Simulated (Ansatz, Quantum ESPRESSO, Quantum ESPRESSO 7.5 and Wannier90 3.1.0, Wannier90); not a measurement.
**Ballistic channels from Wannier functions: zigzag Au chain, bond 2.60 Å, width 0.8 Å**

Aim: a Wannier model and the conductance steps that follow from it, for this wire: zigzag Au chain, bond 2.60 Å, width 0.8 Å.

Calculated with Quantum ESPRESSO 7.5 and Wannier90 3.1.0; plane-wave DFT, LDA, GBRV ultrasoft pseudopotentials (cross-check by Ansatz 0.2.0 with PAW datasets).

## (1) The structure

The cell holds 2 atoms: 2 Au. Cell: a = 9.000 Å, b = 8.000 Å, c = 4.948 Å, α = 90.0°, β = 90.0°, γ = 90.0°. Vacuum lies along a and b. The structure's axis is c.

## (2) SCF with pw.x

Input file scf.in:

```
&control
  prefix = 'scf'
  outdir = './out'
  pseudo_dir = './pseudo'
  calculation = 'scf'
  tprnfor = .true.
/
&system
  ibrav = 0
  nat = 2
  ntyp = 1
  ecutwfc = 34
  ecutrho = 170
  occupations = 'smearing'
  smearing = 'mv'
  degauss = 0.005
/
&electrons
  conv_thr = 1e-07
  mixing_beta = 0.4
  electron_maxstep = 120
  mixing_mode = 'local-TF'
/
ATOMIC_SPECIES
  Au  196.9666  au_lda_v1.uspp.F.UPF
CELL_PARAMETERS angstrom
  9.00000000000000 0.00000000000000 0.00000000000000
  0.00000000000000 8.00000000000000 0.00000000000000
  0.00000000000000 0.00000000000000 4.94772675074119
ATOMIC_POSITIONS crystal
  Au  -0.044444444400 0.000000000000 0.000000000000
  Au  0.044444444400 0.000000000000 0.500000000000
K_POINTS automatic
  1 1 16 0 0 0
```

Launch:

```
OMP_NUM_THREADS=1 mpirun -n 2 pw.x -nk 1 -in scf.in > scf.out
```

Output:

```text
Program PWSCF v.7.5 starts
[citation notice left out]

     Parallel version (MPI & OpenMP), running on       2 processor cores
     Number of MPI processes:                 2
     Threads/MPI process:                     1

     MPI processes distributed on     1 nodes
[...]
Current dimensions of program PWSCF are:
     Max number of different atomic species (ntypx) = 10
     Max number of k-points (npk) =  40000
     Max angular momentum in pseudopotentials (lmaxx) =  4
     Message from routine setup:
     using ibrav=0 with symmetry is DISCOURAGED, use correct ibrav instead

     R & G space division:  proc/nbgrp/npool/nimage =       2
     Subspace diagonalization in iterative solution of the eigenvalue problem:
     a serial algorithm will be used

     Parallelization info
     --------------------
     sticks:   dense  smooth     PW     G-vecs:    dense   smooth      PW
     Min        1744    1393    390                44991    32172    4751
     Max        1745    1394    391                44992    32173    4752
     Sum        3489    2787    781                89983    64345    9503

     Using Slab Decomposition

     bravais-lattice index     =            0
     lattice parameter (alat)  =      17.0075  a.u.
     unit-cell volume          =    2404.0019 (a.u.)^3
     number of atoms/cell      =            2
     number of atomic types    =            1
     number of electrons       =        22.00
     number of Kohn-Sham states=           15
     kinetic-energy cutoff     =      34.0000  Ry
     charge density cutoff     =     170.0000  Ry
     scf convergence threshold =      1.0E-07
     mixing beta               =       0.4000
     number of iterations used =            8  local-TF  mixing
     Exchange-correlation= SLA  PZ   NOGX NOGC
                           (   1   1   0   0   0   0   0)

     celldm(1)=  17.007535  celldm(2)=   0.000000  celldm(3)=   0.000000
     celldm(4)=   0.000000  celldm(5)=   0.000000  celldm(6)=   0.000000

     crystal axes: (cart. coord. in units of alat)
               a(1) = (   1.000000   0.000000   0.000000 )
               a(2) = (   0.000000   0.888889   0.000000 )
               a(3) = (   0.000000   0.000000   0.549747 )

     reciprocal axes: (cart. coord. in units 2 pi/alat)
               b(1) = (  1.000000  0.000000  0.000000 )
               b(2) = (  0.000000  1.125000  0.000000 )
               b(3) = (  0.000000  0.000000  1.819017 )

     PseudoPot. # 1 for Au read from file:
     ./pseudo/au_lda_v1.uspp.F.UPF
     Pseudo is Ultrasoft + core correction, Zval = 11.0
     Generated by new atomic code, or converted to UPF format
     Using radial grid of  985 points,  7 beta functions with:
                l(1) =   0
                l(2) =   0
                l(3) =   1
                l(4) =   1
                l(5) =   2
                l(6) =   2
                l(7) =   3
     Q(r) pseudized with  6 coefficients,  rinner =    1.900   1.900   1.900
                                                       1.900   1.900   1.900
                                                       1.900

     atomic species   valence    mass     pseudopotential
     Au               11.00   196.96660     Au( 1.00)

      8 Sym. Ops., with inversion, found ( 4 have fractional translation)

   Cartesian axes

     site n.     atom                  positions (alat units)
         1        Au     tau(   1) = (  -0.0444444   0.0000000   0.0000000  )
         2        Au     tau(   2) = (   0.0444444   0.0000000   0.2748737  )

     number of k points=     9  Marzari-Vanderbilt smearing, width (Ry)=  0.0050
                       cart. coord. in units 2pi/alat
        k(    1) = (   0.0000000   0.0000000   0.0000000), wk =   0.1250000
        k(    2) = (   0.0000000   0.0000000   0.1136886), wk =   0.2500000
        k(    3) = (   0.0000000   0.0000000   0.2273771), wk =   0.2500000
        k(    4) = (   0.0000000   0.0000000   0.3410657), wk =   0.2500000
        k(    5) = (   0.0000000   0.0000000   0.4547543), wk =   0.2500000
        k(    6) = (   0.0000000   0.0000000   0.5684429), wk =   0.2500000
        k(    7) = (   0.0000000   0.0000000   0.6821314), wk =   0.2500000
        k(    8) = (   0.0000000   0.0000000   0.7958200), wk =   0.2500000
        k(    9) = (   0.0000000   0.0000000  -0.9095086), wk =   0.1250000

     Dense  grid:    89983 G-vectors     FFT dimensions: (  72,  64,  40)

     Smooth grid:    64345 G-vectors     FFT dimensions: (  64,  60,  36)

     Estimated max dynamical RAM per process >     283.93 MB

     Estimated total dynamical RAM >     567.87 MB

     Check: negative core charge=   -0.000001

     Initial potential from superposition of free atoms

     starting charge      21.9998, renormalised to      22.0000

     negative rho (up, down):  4.324E-05 0.000E+00
     Starting wfcs are   18 randomized atomic wfcs

     total cpu time spent up to now is        0.9 secs

     per-process dynamical memory:    40.7 Mb

     Self-consistent Calculation

     iteration #  1     ecut=    34.00 Ry     beta= 0.40
     Davidson diagonalization with overlap
     ethr =  1.00E-02,  avg # of iterations =  3.0

     Threshold (ethr) on eigenvalues was too large:
     Diagonalizing with lowered threshold

     Davidson diagonalization with overlap
     ethr =  5.07E-04,  avg # of iterations =  1.9

     negative rho (up, down):  1.149E-03 0.000E+00

     total cpu time spent up to now is        3.4 secs

     total energy              =    -229.52393092 Ry
     estimated scf accuracy    <       0.11578651 Ry

     iteration #  2     ecut=    34.00 Ry     beta= 0.40
[...]
negative rho (up, down):  4.283E-03 0.000E+00

[...]
total energy              =    -229.51628172 Ry
     estimated scf accuracy    <       0.03008351 Ry

     iteration #  3     ecut=    34.00 Ry     beta= 0.40
[...]
negative rho (up, down):  2.247E-03 0.000E+00

[...]
total energy              =    -229.52234911 Ry
     estimated scf accuracy    <       0.00127054 Ry

     iteration #  4     ecut=    34.00 Ry     beta= 0.40
[...]
negative rho (up, down):  1.523E-03 0.000E+00

[...]
total energy              =    -229.52251505 Ry
     estimated scf accuracy    <       0.00055951 Ry

     iteration #  5     ecut=    34.00 Ry     beta= 0.40
[...]
negative rho (up, down):  1.193E-03 0.000E+00

[...]
total energy              =    -229.52257049 Ry
     estimated scf accuracy    <       0.00006051 Ry

     iteration #  6     ecut=    34.00 Ry     beta= 0.40
[...]
negative rho (up, down):  3.907E-04 0.000E+00

[...]
total energy              =    -229.52258203 Ry
     estimated scf accuracy    <       0.00003176 Ry

     iteration #  7     ecut=    34.00 Ry     beta= 0.40
[...]
negative rho (up, down):  2.654E-04 0.000E+00

[...]
total energy              =    -229.52258188 Ry
     estimated scf accuracy    <       0.00001883 Ry

     iteration #  8     ecut=    34.00 Ry     beta= 0.40
[...]
negative rho (up, down):  1.890E-04 0.000E+00

[...]
total energy              =    -229.52258508 Ry
     estimated scf accuracy    <       0.00000221 Ry

     iteration #  9     ecut=    34.00 Ry     beta= 0.40
[...]
negative rho (up, down):  1.637E-04 0.000E+00

[...]
total energy              =    -229.52258464 Ry
     estimated scf accuracy    <       0.00000238 Ry

     iteration # 10     ecut=    34.00 Ry     beta= 0.40
[...]
negative rho (up, down):  1.624E-04 0.000E+00

[...]
total energy              =    -229.52258495 Ry
     estimated scf accuracy    <       0.00000024 Ry

     iteration # 11     ecut=    34.00 Ry     beta= 0.40
[...]
negative rho (up, down):  1.574E-04 0.000E+00

[...]
End of self-consistent calculation

          k = 0.0000 0.0000 0.0000 (  8059 PWs)   bands (ev):

    -9.0783  -7.3610  -6.8360  -6.2972  -6.1913  -6.0255  -6.0214  -5.8062
    -5.7611  -5.3117  -4.9659  -1.4720  -0.4493   0.6681   1.3811

          k = 0.0000 0.0000 0.1137 (  8055 PWs)   bands (ev):

    -9.0609  -7.3485  -6.8162  -6.4888  -6.0324  -6.0177  -6.0107  -5.8218
    -5.7458  -5.3042  -4.9848  -1.4753  -0.4069   0.3567   1.4029

          k = 0.0000 0.0000 0.2274 (  8037 PWs)   bands (ev):

    -9.0094  -7.3113  -6.7563  -6.7413  -5.9944  -5.9784  -5.8811  -5.8686
    -5.7014  -5.2788  -5.0381  -1.5388  -0.2830  -0.1707   1.4681

          k = 0.0000 0.0000 0.3411 (  8015 PWs)   bands (ev):

    -8.9268  -7.2499  -7.0013  -6.6556  -5.9564  -5.9461  -5.9219  -5.7926
    -5.6319  -5.2336  -5.1165  -1.8381  -0.4558  -0.0856   1.5754

          k = 0.0000 0.0000 0.4548 (  8033 PWs)   bands (ev):

    -8.8167  -7.2589  -7.1655  -6.5176  -6.0523  -5.9049  -5.8336  -5.7644
    -5.5438  -5.2094  -5.1803  -2.3969  -0.3997   0.1748   1.7199

          k = 0.0000 0.0000 0.5684 (  8027 PWs)   bands (ev):

    -8.6833  -7.5078  -7.0599  -6.3565  -6.1827  -5.8414  -5.7792  -5.6958
    -5.4449  -5.3081  -5.1395  -3.0338  -0.1610   0.4881   1.8767

[...]
the Fermi energy is    -4.7205 ev

!    total energy              =    -229.52258500 Ry
     estimated scf accuracy    <       0.00000003 Ry
     smearing contrib. (-TS)   =      -0.00020490 Ry
     internal energy E=F+TS    =    -229.52238011 Ry

     The total energy is F=E-TS. E is the sum of the following terms:
     one-electron contribution =    -189.22169642 Ry
     hartree contribution      =     107.76805109 Ry
     xc contribution           =    -123.77381144 Ry
     ewald contribution        =     -24.29492334 Ry

     convergence has been achieved in  11 iterations

     negative rho (up, down):  1.574E-04 0.000E+00

     Forces acting on atoms (cartesian axes, Ry/au):

     atom    1 type  1   force =     0.00510912    0.00000000    0.00000000
     atom    2 type  1   force =    -0.00510912    0.00000000    0.00000000

     Total force =     0.007225     Total SCF correction =     0.000067

[...]
=------------------------------------------------------------------------------=
   JOB DONE.
=------------------------------------------------------------------------------=
```

Elapsed: 20 s, on 2 MPI ranks of Arm Neoverse V1, shared host; peak memory 0.64 GiB.

Read from the output:

```
free energy  : -3122.8139 eV
Fermi energy : -4.721 eV
```

The program's own clock; routines nest. Time by routine:

```tsv
routine	wall time (s)	calls
PWSCF	19.75	1
electrons	18.41	1
c_bands	7.89	12
cegterg	7.26	108
h_psi	5.99	397
fftw	5.56	10266
sum_band	5.24	12
vloc_psi	5.13	397
newd	3.7	12
mix_rho	1.81	12
ffts	1	1254
init_run	0.78	1
calbec	0.61	541
forces	0.43	1
```

The run needed 11 iterations to bring the estimated error under 1e-07 Ry; the largest force on any atom, held or free, is 0.13 eV/Å.

## (3) Full uniform mesh without symmetry

Wannier90 needs the states on a whole uniform mesh, listed point by point, without symmetry.

nscf.in, as its differences from the input of step 2:

```diff
@@ -1,7 +1,6 @@
 &control
-  prefix = 'scf'
+  prefix = 'nscf'
   outdir = './out'
   pseudo_dir = './pseudo'
-  calculation = 'scf'
-  tprnfor = .true.
+  calculation = 'nscf'
 /
@@ -16,5 +15,8 @@
   degauss = 0.005
+  nosym = .true.
+  noinv = .true.
+  nbnd = 29
 /
 &electrons
-  conv_thr = 1e-07
+  conv_thr = 1e-09
   mixing_beta = 0.4
@@ -22,2 +24,3 @@
   mixing_mode = 'local-TF'
+  diago_full_acc = .true.
 /
@@ -32,3 +35,11 @@
   Au  0.044444444400 0.000000000000 0.500000000000
-K_POINTS automatic
-  1 1 16 0 0 0
+K_POINTS crystal
+8
+  0.0000000000 0.0000000000 0.0000000000 0.125
+  0.0000000000 0.0000000000 0.1250000000 0.125
+  0.0000000000 0.0000000000 0.2500000000 0.125
+  0.0000000000 0.0000000000 0.3750000000 0.125
+  0.0000000000 0.0000000000 0.5000000000 0.125
+  0.0000000000 0.0000000000 0.6250000000 0.125
+  0.0000000000 0.0000000000 0.7500000000 0.125
+  0.0000000000 0.0000000000 0.8750000000 0.125
```

Launch:

```
cp -r out/scf.save out/nscf.save
cp out/scf.xml out/nscf.xml
OMP_NUM_THREADS=1 mpirun -n 2 pw.x -nk 1 -in nscf.in > nscf.out
```

Output:

```text
[banner, memory and clock lines left out]
Program PWSCF v.7.5 starts
[citation notice left out]

[...]
bravais-lattice index     =            0
     lattice parameter (alat)  =      17.0075  a.u.
     unit-cell volume          =    2404.0019 (a.u.)^3
     number of atoms/cell      =            2
     number of atomic types    =            1
     number of electrons       =        22.00
     number of Kohn-Sham states=           29
     kinetic-energy cutoff     =      34.0000  Ry
     charge density cutoff     =     170.0000  Ry
     Exchange-correlation= SLA  PZ   NOGX NOGC
                           (   1   1   0   0   0   0   0)

[...]
PseudoPot. # 1 for Au read from file:
     ./pseudo/au_lda_v1.uspp.F.UPF
     Pseudo is Ultrasoft + core correction, Zval = 11.0
     Generated by new atomic code, or converted to UPF format
     Using radial grid of  985 points,  7 beta functions with:
                l(1) =   0
                l(2) =   0
                l(3) =   1
                l(4) =   1
                l(5) =   2
                l(6) =   2
                l(7) =   3
     Q(r) pseudized with  6 coefficients,  rinner =    1.900   1.900   1.900
                                                       1.900   1.900   1.900
                                                       1.900

     atomic species   valence    mass     pseudopotential
     Au               11.00   196.96660     Au( 1.00)

     No symmetry found

[...]
number of k points=     8  Marzari-Vanderbilt smearing, width (Ry)=  0.0050
[...]
Dense  grid:    89983 G-vectors     FFT dimensions: (  72,  64,  40)

     Smooth grid:    64345 G-vectors     FFT dimensions: (  64,  60,  36)

     Check: negative core charge=   -0.000001

     The potential is recalculated from file :
     ./out/nscf.save/charge-density

     negative rho (up, down):  1.574E-04 0.000E+00
     Starting wfcs are   18 randomized atomic wfcs +   11 random wfcs

     Band Structure Calculation
     Davidson diagonalization with overlap
     c_bands:  1 eigenvalues not converged

     ethr =  4.55E-12,  avg # of iterations = 67.9

     End of band structure calculation

          k = 0.0000 0.0000 0.0000 (  8059 PWs)   bands (ev):

    -9.0773  -7.3598  -6.8348  -6.2958  -6.1901  -6.0242  -6.0201  -5.8049
    -5.7603  -5.3104  -4.9644  -1.4718  -0.4491   0.6685   1.3810   2.5242
     2.6092   3.7719   4.0674   4.2173   4.2882   5.1941   5.7717   6.4764
     6.9942   7.2996   7.4901   7.5263   7.6192

          k = 0.0000 0.0000 0.2274 (  8037 PWs)   bands (ev):

    -9.0084  -7.3100  -6.7551  -6.7400  -5.9931  -5.9772  -5.8797  -5.8672
    -5.7006  -5.2775  -5.0366  -1.5384  -0.2828  -0.1703   1.4681   2.5991
     3.6033   3.7625   4.2229   4.3159   4.3788   4.7361   5.2294   6.0795
     6.5806   6.8618   7.1367   7.6039   8.1187

[...]
the Fermi energy is    -4.7196 ev
     (compare with:    -4.7205 eV, computed in scf)

[...]
```

Elapsed: 20 s, on 2 MPI ranks; peak memory 0.28 GiB; 39 s of CPU time.

Numbers from this step:

```
Fermi energy : -4.720 eV
```

The program's own clock; routines nest. Time by routine:

```tsv
routine	wall time (s)	calls
PWSCF	19.07	1
electrons	18.47	1
c_bands	18.47	1
cegterg	18.02	30
h_psi	12.07	581
vloc_psi	10.46	581
fftw	9.58	17028
h_psi:calbec	0.79	581
calbec	0.79	581
add_vuspsi	0.78	581
s_psi	0.75	581
cdiaghg	0.53	551
init_run	0.46	1
newd	0.31	1
```

(Continued in part 2 of 5.)

[Logs are printed without paths, hosts, clocks, repeated set-up lines and the standing remarks that a program may print on its own settings, such as how far it seeks lower states.]

[Hosts, paths, dates, database ids (printed as entryN), source tags and the programs' standing remarks are cut or masked in the printed files.]

[Maps of the electrostatic potential energy from Ansatz leave out the sawtooth potential of an applied field or a dipole correction, so their vacuum need not be flat; planar profiles and work functions include it.]
